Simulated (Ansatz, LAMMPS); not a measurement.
# Amorphous HfO2 at 8.62 g/cm^3 (84 atoms): geometry optimisation, part 2 of 2

Wanted: the relaxed structure of amorphous HfO2 at 8.62 g/cm^3 (84 atoms) and its electronic structure.

Ansatz 0.2.0; Kohn-Sham DFT, PBE, PAW (set soft_2), plane waves.

The cell: 28 Hf and 56 O. The quench rate of 50 K/ps is many orders above laboratory rates. The network of bonds at the start is that of the classical potential that made the cell. Only the Γ point is sampled in the main run, in a cell whose shortest periodic width is 10 Å. Spin–orbit coupling is left out.

So far. Step 4 (Relaxation): The relaxation changed the energy by -27.7 meV/atom, and atoms moved by 0.16 Å r.m.s., 0.43 Å at most. Step 7 (K-mesh 2×2×2): Forces differ from those of the single point at the relaxed geometry by 18 meV/Å r.m.s.; the energy by -1.7 meV/atom. It took 8.4 min and 11 cycles; the reference's time can't be set against it, since the two runs asked for unlike analyses.

## Step 8: Functional HSE06

HSE06 mixes in a quarter of exact exchange at short range, which counters self-interaction, at a higher cost.

This step: Kohn-Sham DFT, HSE06, PAW (set soft_2), plane waves (Ansatz 0.2.0).

input.yaml

```yaml
crystal:
  lattice:
    - [10.4337, 0.0, 0.0]
    - [0.0, 10.4337, 0.0]
    - [0.0, 0.0, 10.4337]
  atoms:
    [... the 84 atom lines of step 6 ...]
kpoints:
  mp_grid: { grid: [1, 1, 1] }
hamiltonian:
  xc: hse06
scf:
  occupations: { method: fermi_dirac, width: 0.025 }
output:
  forces: true
  stress: true
  populations: true
  dos:
    method: { smearing: { sigma: 0.08 } }
    de: 0.05
    projected: { site_lists: { Hf: [Hf], O: [O] } }
  eigenvalues: true
```

Launch:

```sh
> ansatz run input.yaml --threads 4 --pin off --max-ram 8192MiB --backend cpu --events-out ev --progress --plain --runs-dir out
```

Elapsed: 13 min, on 4 threads of Arm Neoverse V1, shared host; peak memory 5.2 GiB; 51 min of CPU time.

The program notes that the exchange threshold is loose for the stress and the SCF threshold is loose for the stress.

Geometry and reference: those of the single point at the relaxed geometry.

Forces differ from those of the single point at the relaxed geometry by 98 meV/Å r.m.s.; the pressure by -4.6 GPa and the gap by +1.5 eV. It took 13 min and 22 cycles; the reference's time can't be set against it, since the two runs asked for unlike analyses.

Read from the output:

- free energy: -472114.0530 eV
- free energy per atom: -5620.4054 eV/atom
- SCF cycles: 22
- pressure: -7.947 GPa
- r.m.s. force component: 0.0984 eV/Å
- longest force: 0.3507 eV/Å
- Fermi energy: 12.95 eV
- gap (highest filled to lowest empty level): 5.234 eV
- spilling of the projection: 0.002992

Length of the force by element and coordination:

| element | coordination | atoms | mean length of the force (eV/Å) | spread | least | most |
| --- | --- | --- | --- | --- | --- | --- |
| Hf | all | 28 | 0.157 | 0.0722 | 0.0513 | 0.351 |
| Hf | 4 | 1 | 0.266 | 0 | 0.266 | 0.266 |
| Hf | 5 | 2 | 0.161 | 0.0645 | 0.0964 | 0.225 |
| Hf | 6 | 19 | 0.152 | 0.0754 | 0.0513 | 0.351 |
| Hf | 7 | 6 | 0.152 | 0.0537 | 0.0696 | 0.231 |
| O | all | 56 | 0.154 | 0.0703 | 0.0348 | 0.337 |
| O | 2 | 4 | 0.178 | 0.0759 | 0.0831 | 0.289 |
| O | 3 | 46 | 0.158 | 0.0654 | 0.0401 | 0.337 |
| O | 4 | 6 | 0.111 | 0.085 | 0.0348 | 0.257 |

Löwdin charges by element and coordination (they lack the spilled electrons, 0.038 e an atom on average):

| element | coordination | atoms | mean charge (e) | spread | least | most |
| --- | --- | --- | --- | --- | --- | --- |
| Hf | all | 28 | 1.60 | 0.0277 | 1.54 | 1.66 |
| Hf | 4 | 1 | 1.61 | 0 | 1.61 | 1.61 |
| Hf | 5 | 2 | 1.60 | 0.0306 | 1.57 | 1.63 |
| Hf | 6 | 19 | 1.60 | 0.0294 | 1.54 | 1.66 |
| Hf | 7 | 6 | 1.60 | 0.0228 | 1.56 | 1.64 |
| O | all | 56 | -0.744 | 0.0255 | -0.807 | -0.668 |
| O | 2 | 4 | -0.716 | 0.03 | -0.750 | -0.668 |
| O | 3 | 46 | -0.743 | 0.0213 | -0.790 | -0.689 |
| O | 4 | 6 | -0.772 | 0.0261 | -0.807 | -0.738 |

States in the cell by windows of 1 eV, zero at the Fermi level; the larger projections on atomic orbitals stand beside the total:

| from (eV) | to (eV) | total | O p | Hf d |
| --- | --- | --- | --- | --- |
| -14 | -9 | 0.0 | 0.0 | 0.0 |
| -9 | -8 | 0.4 | 0.3 | 0.1 |
| -8 | -7 | 44.6 | 31.8 | 9.4 |
| -7 | -6 | 73.7 | 54.8 | 15.6 |
| -6 | -5 | 68.0 | 55.1 | 9.8 |
| -5 | -4 | 72.5 | 63.7 | 6.1 |
| -4 | -3 | 69.0 | 64.0 | 3.2 |
| -3 | -2 | 7.9 | 7.5 | 0.3 |
| -2 | 2 | 0.0 | 0.0 | 0.0 |
| 2 | 3 | 5.9 | 0.5 | 4.1 |
| 3 | 4 | 47.1 | 4.3 | 38.5 |
| 4 | 5 | 60.1 | 6.7 | 47.6 |

Between -26 and -14 eV lie 504 more states.

About 224 of the 1064 electrons lie in deeper levels, below the stored range.

The levels nearest the highest filled one (over half full), pooled over k-points and spins:

| level less the highest filled one (eV) | occupation |
| --- | --- |
| -0.475 | 2 |
| -0.418 | 2 |
| -0.397 | 2 |
| -0.307 | 2 |
| -0.166 | 2 |
| 0 | 2 |
| 5.23 | 0 |
| 5.49 | 0 |
| 5.56 | 0 |
| 5.64 | 0 |
| 5.74 | 0 |
| 5.80 | 0 |

## Step 9: Functional r2SCAN (500 eV)

The meta-GGA r2SCAN uses the kinetic energy density as well as the density and its gradient. Besides, the cutoff goes from 420 to 500 eV.

This step: Kohn-Sham DFT, r2SCAN, PAW (set soft_2), plane waves (Ansatz 0.2.0).

Edit input.yaml of step 8 so:

```diff
@@ -10,3 +10,3 @@
 hamiltonian:
-  xc: hse06
+  xc: r2scan
 scf:
```

Run time: 81 s. Hardware: 4 threads; peak memory 3.8 GiB.

Geometry and reference: those of the single point at the relaxed geometry.

Forces differ from those of the single point at the relaxed geometry by 64 meV/Å r.m.s.; the pressure by -4.7 GPa and the gap by +0.46 eV. It took 81 s and 11 cycles; the reference's time can't be set against it, since the two runs asked for unlike analyses.

## Step 10: Functional PBEsol

PBEsol restores the gradient expansion of exchange for slowly varying densities and usually gives shorter bonds in solids than PBE.

This step: Kohn-Sham DFT, PBEsol, PAW (set soft_2), plane waves (Ansatz 0.2.0).

Edit input.yaml of step 9 so:

```diff
@@ -10,3 +10,3 @@
 hamiltonian:
-  xc: r2scan
+  xc: pbesol
 scf:
```

Run time: 46 s. Hardware: 4 threads; peak memory 1.9 GiB.

Geometry and reference: those of the single point at the relaxed geometry.

Forces differ from those of the single point at the relaxed geometry by 69 meV/Å r.m.s.; the pressure by -5.8 GPa and the gap by -0.10 eV.

## Step 11: Cost against change

Each row is set against the single point at the relaxed geometry (Kohn-Sham DFT, PBE, PAW (set soft_2), plane waves; r.m.s. force component 0.00414 eV/Å). Energies are set beside the reference only for runs with its functional, potentials and electron count. Times are for 4 threads of Arm Neoverse V1, shared host. The reference's time includes grids, which some other runs skip.

| run | Δ force, r.m.s. (meV/Å) | Δ energy (meV/atom) | Δ pressure (GPa) | Δ gap (eV) | cycles | time | host memory (GiB) |
| --- | --- | --- | --- | --- | --- | --- | --- |
| reference | - | - | - | - | 11 | 52 s | 1.9 |
| k-mesh 2×2×2 | 18.2 | -1.74 | 0.0055 | -0.0015 | 11 | 8.4 min | 5.8 |
| functional HSE06 | 98.2 | - | -4.57 | 1.51 | 22 | 13 min | 5.2 |
| functional r2SCAN (500 eV) | 64.1 | - | -4.74 | 0.465 | 11 | 81 s | 3.8 |
| functional PBEsol | 68.8 | - | -5.76 | -0.103 | 12 | 46 s | 1.9 |

## Step 12: Outcome

```yaml
energy_change_in_the_relaxation: -27.68 meV/atom
r_m_s_displacement: 0.161 Å
largest_displacement: 0.432 Å
free_energy_per_atom: -5620.3818 eV/atom
pressure: -3.379 GPa
r_m_s_force_component: 0.00414 eV/Å
spacing_of_highest_filled_and_lowest_empty_level: 3.719 eV
wall_time_of_the_7_dft_runs: 28 min
```

**Reading.** Relaxation lowers the energy by 27.7 meV/atom and moves atoms by 0.16 Å r.m.s.; the r.m.s. force component goes from 0.50 to 0.0041 eV/Å. By the final cutoffs 3 of 172 bonded pairs parted and 1 joined. From the first step to the last the energy fell by 2.325 eV, and the largest move was 0.43 Å (O64). The O-Hf bonds go from 2.160 Å (spread 0.128) to 2.147 Å (spread 0.138), and their number from 172 to 170. With the cutoffs above, 68 % of Hf atoms have 6 and 82 % of O atoms have 3 bonded neighbours. Between filled and empty levels lie 3.72 eV (at Γ alone); a semilocal functional tends to put such gaps too low. In a disordered cell it changes from sample to sample, and tail or defect levels can set it.

Among the changes of functional, dispersion, potentials or spin, functional HSE06 moves the forces most, by 98 meV/Å r.m.s. The gap changes by +1.51 eV with HSE06.

**Limits.** The starting topology of bonds comes from the classical model; in DFT 3 of its 172 bonded pairs passed out of the cutoffs and 1 came within them. The stress is far from hydrostatic: its diagonal is -5.9, -2.5, -1.7 GPa, compression counted positive. The pressure of -3.4 GPa says that the cell would shrink at this level of theory.

[Logs are printed without paths, hosts, clocks, repeated set-up lines and the standing remarks that a program may print on its own settings, such as how far it seeks lower states.]

[Hosts, paths, dates, database ids (printed as entryN), source tags and the programs' standing remarks are cut or masked in the printed files.]
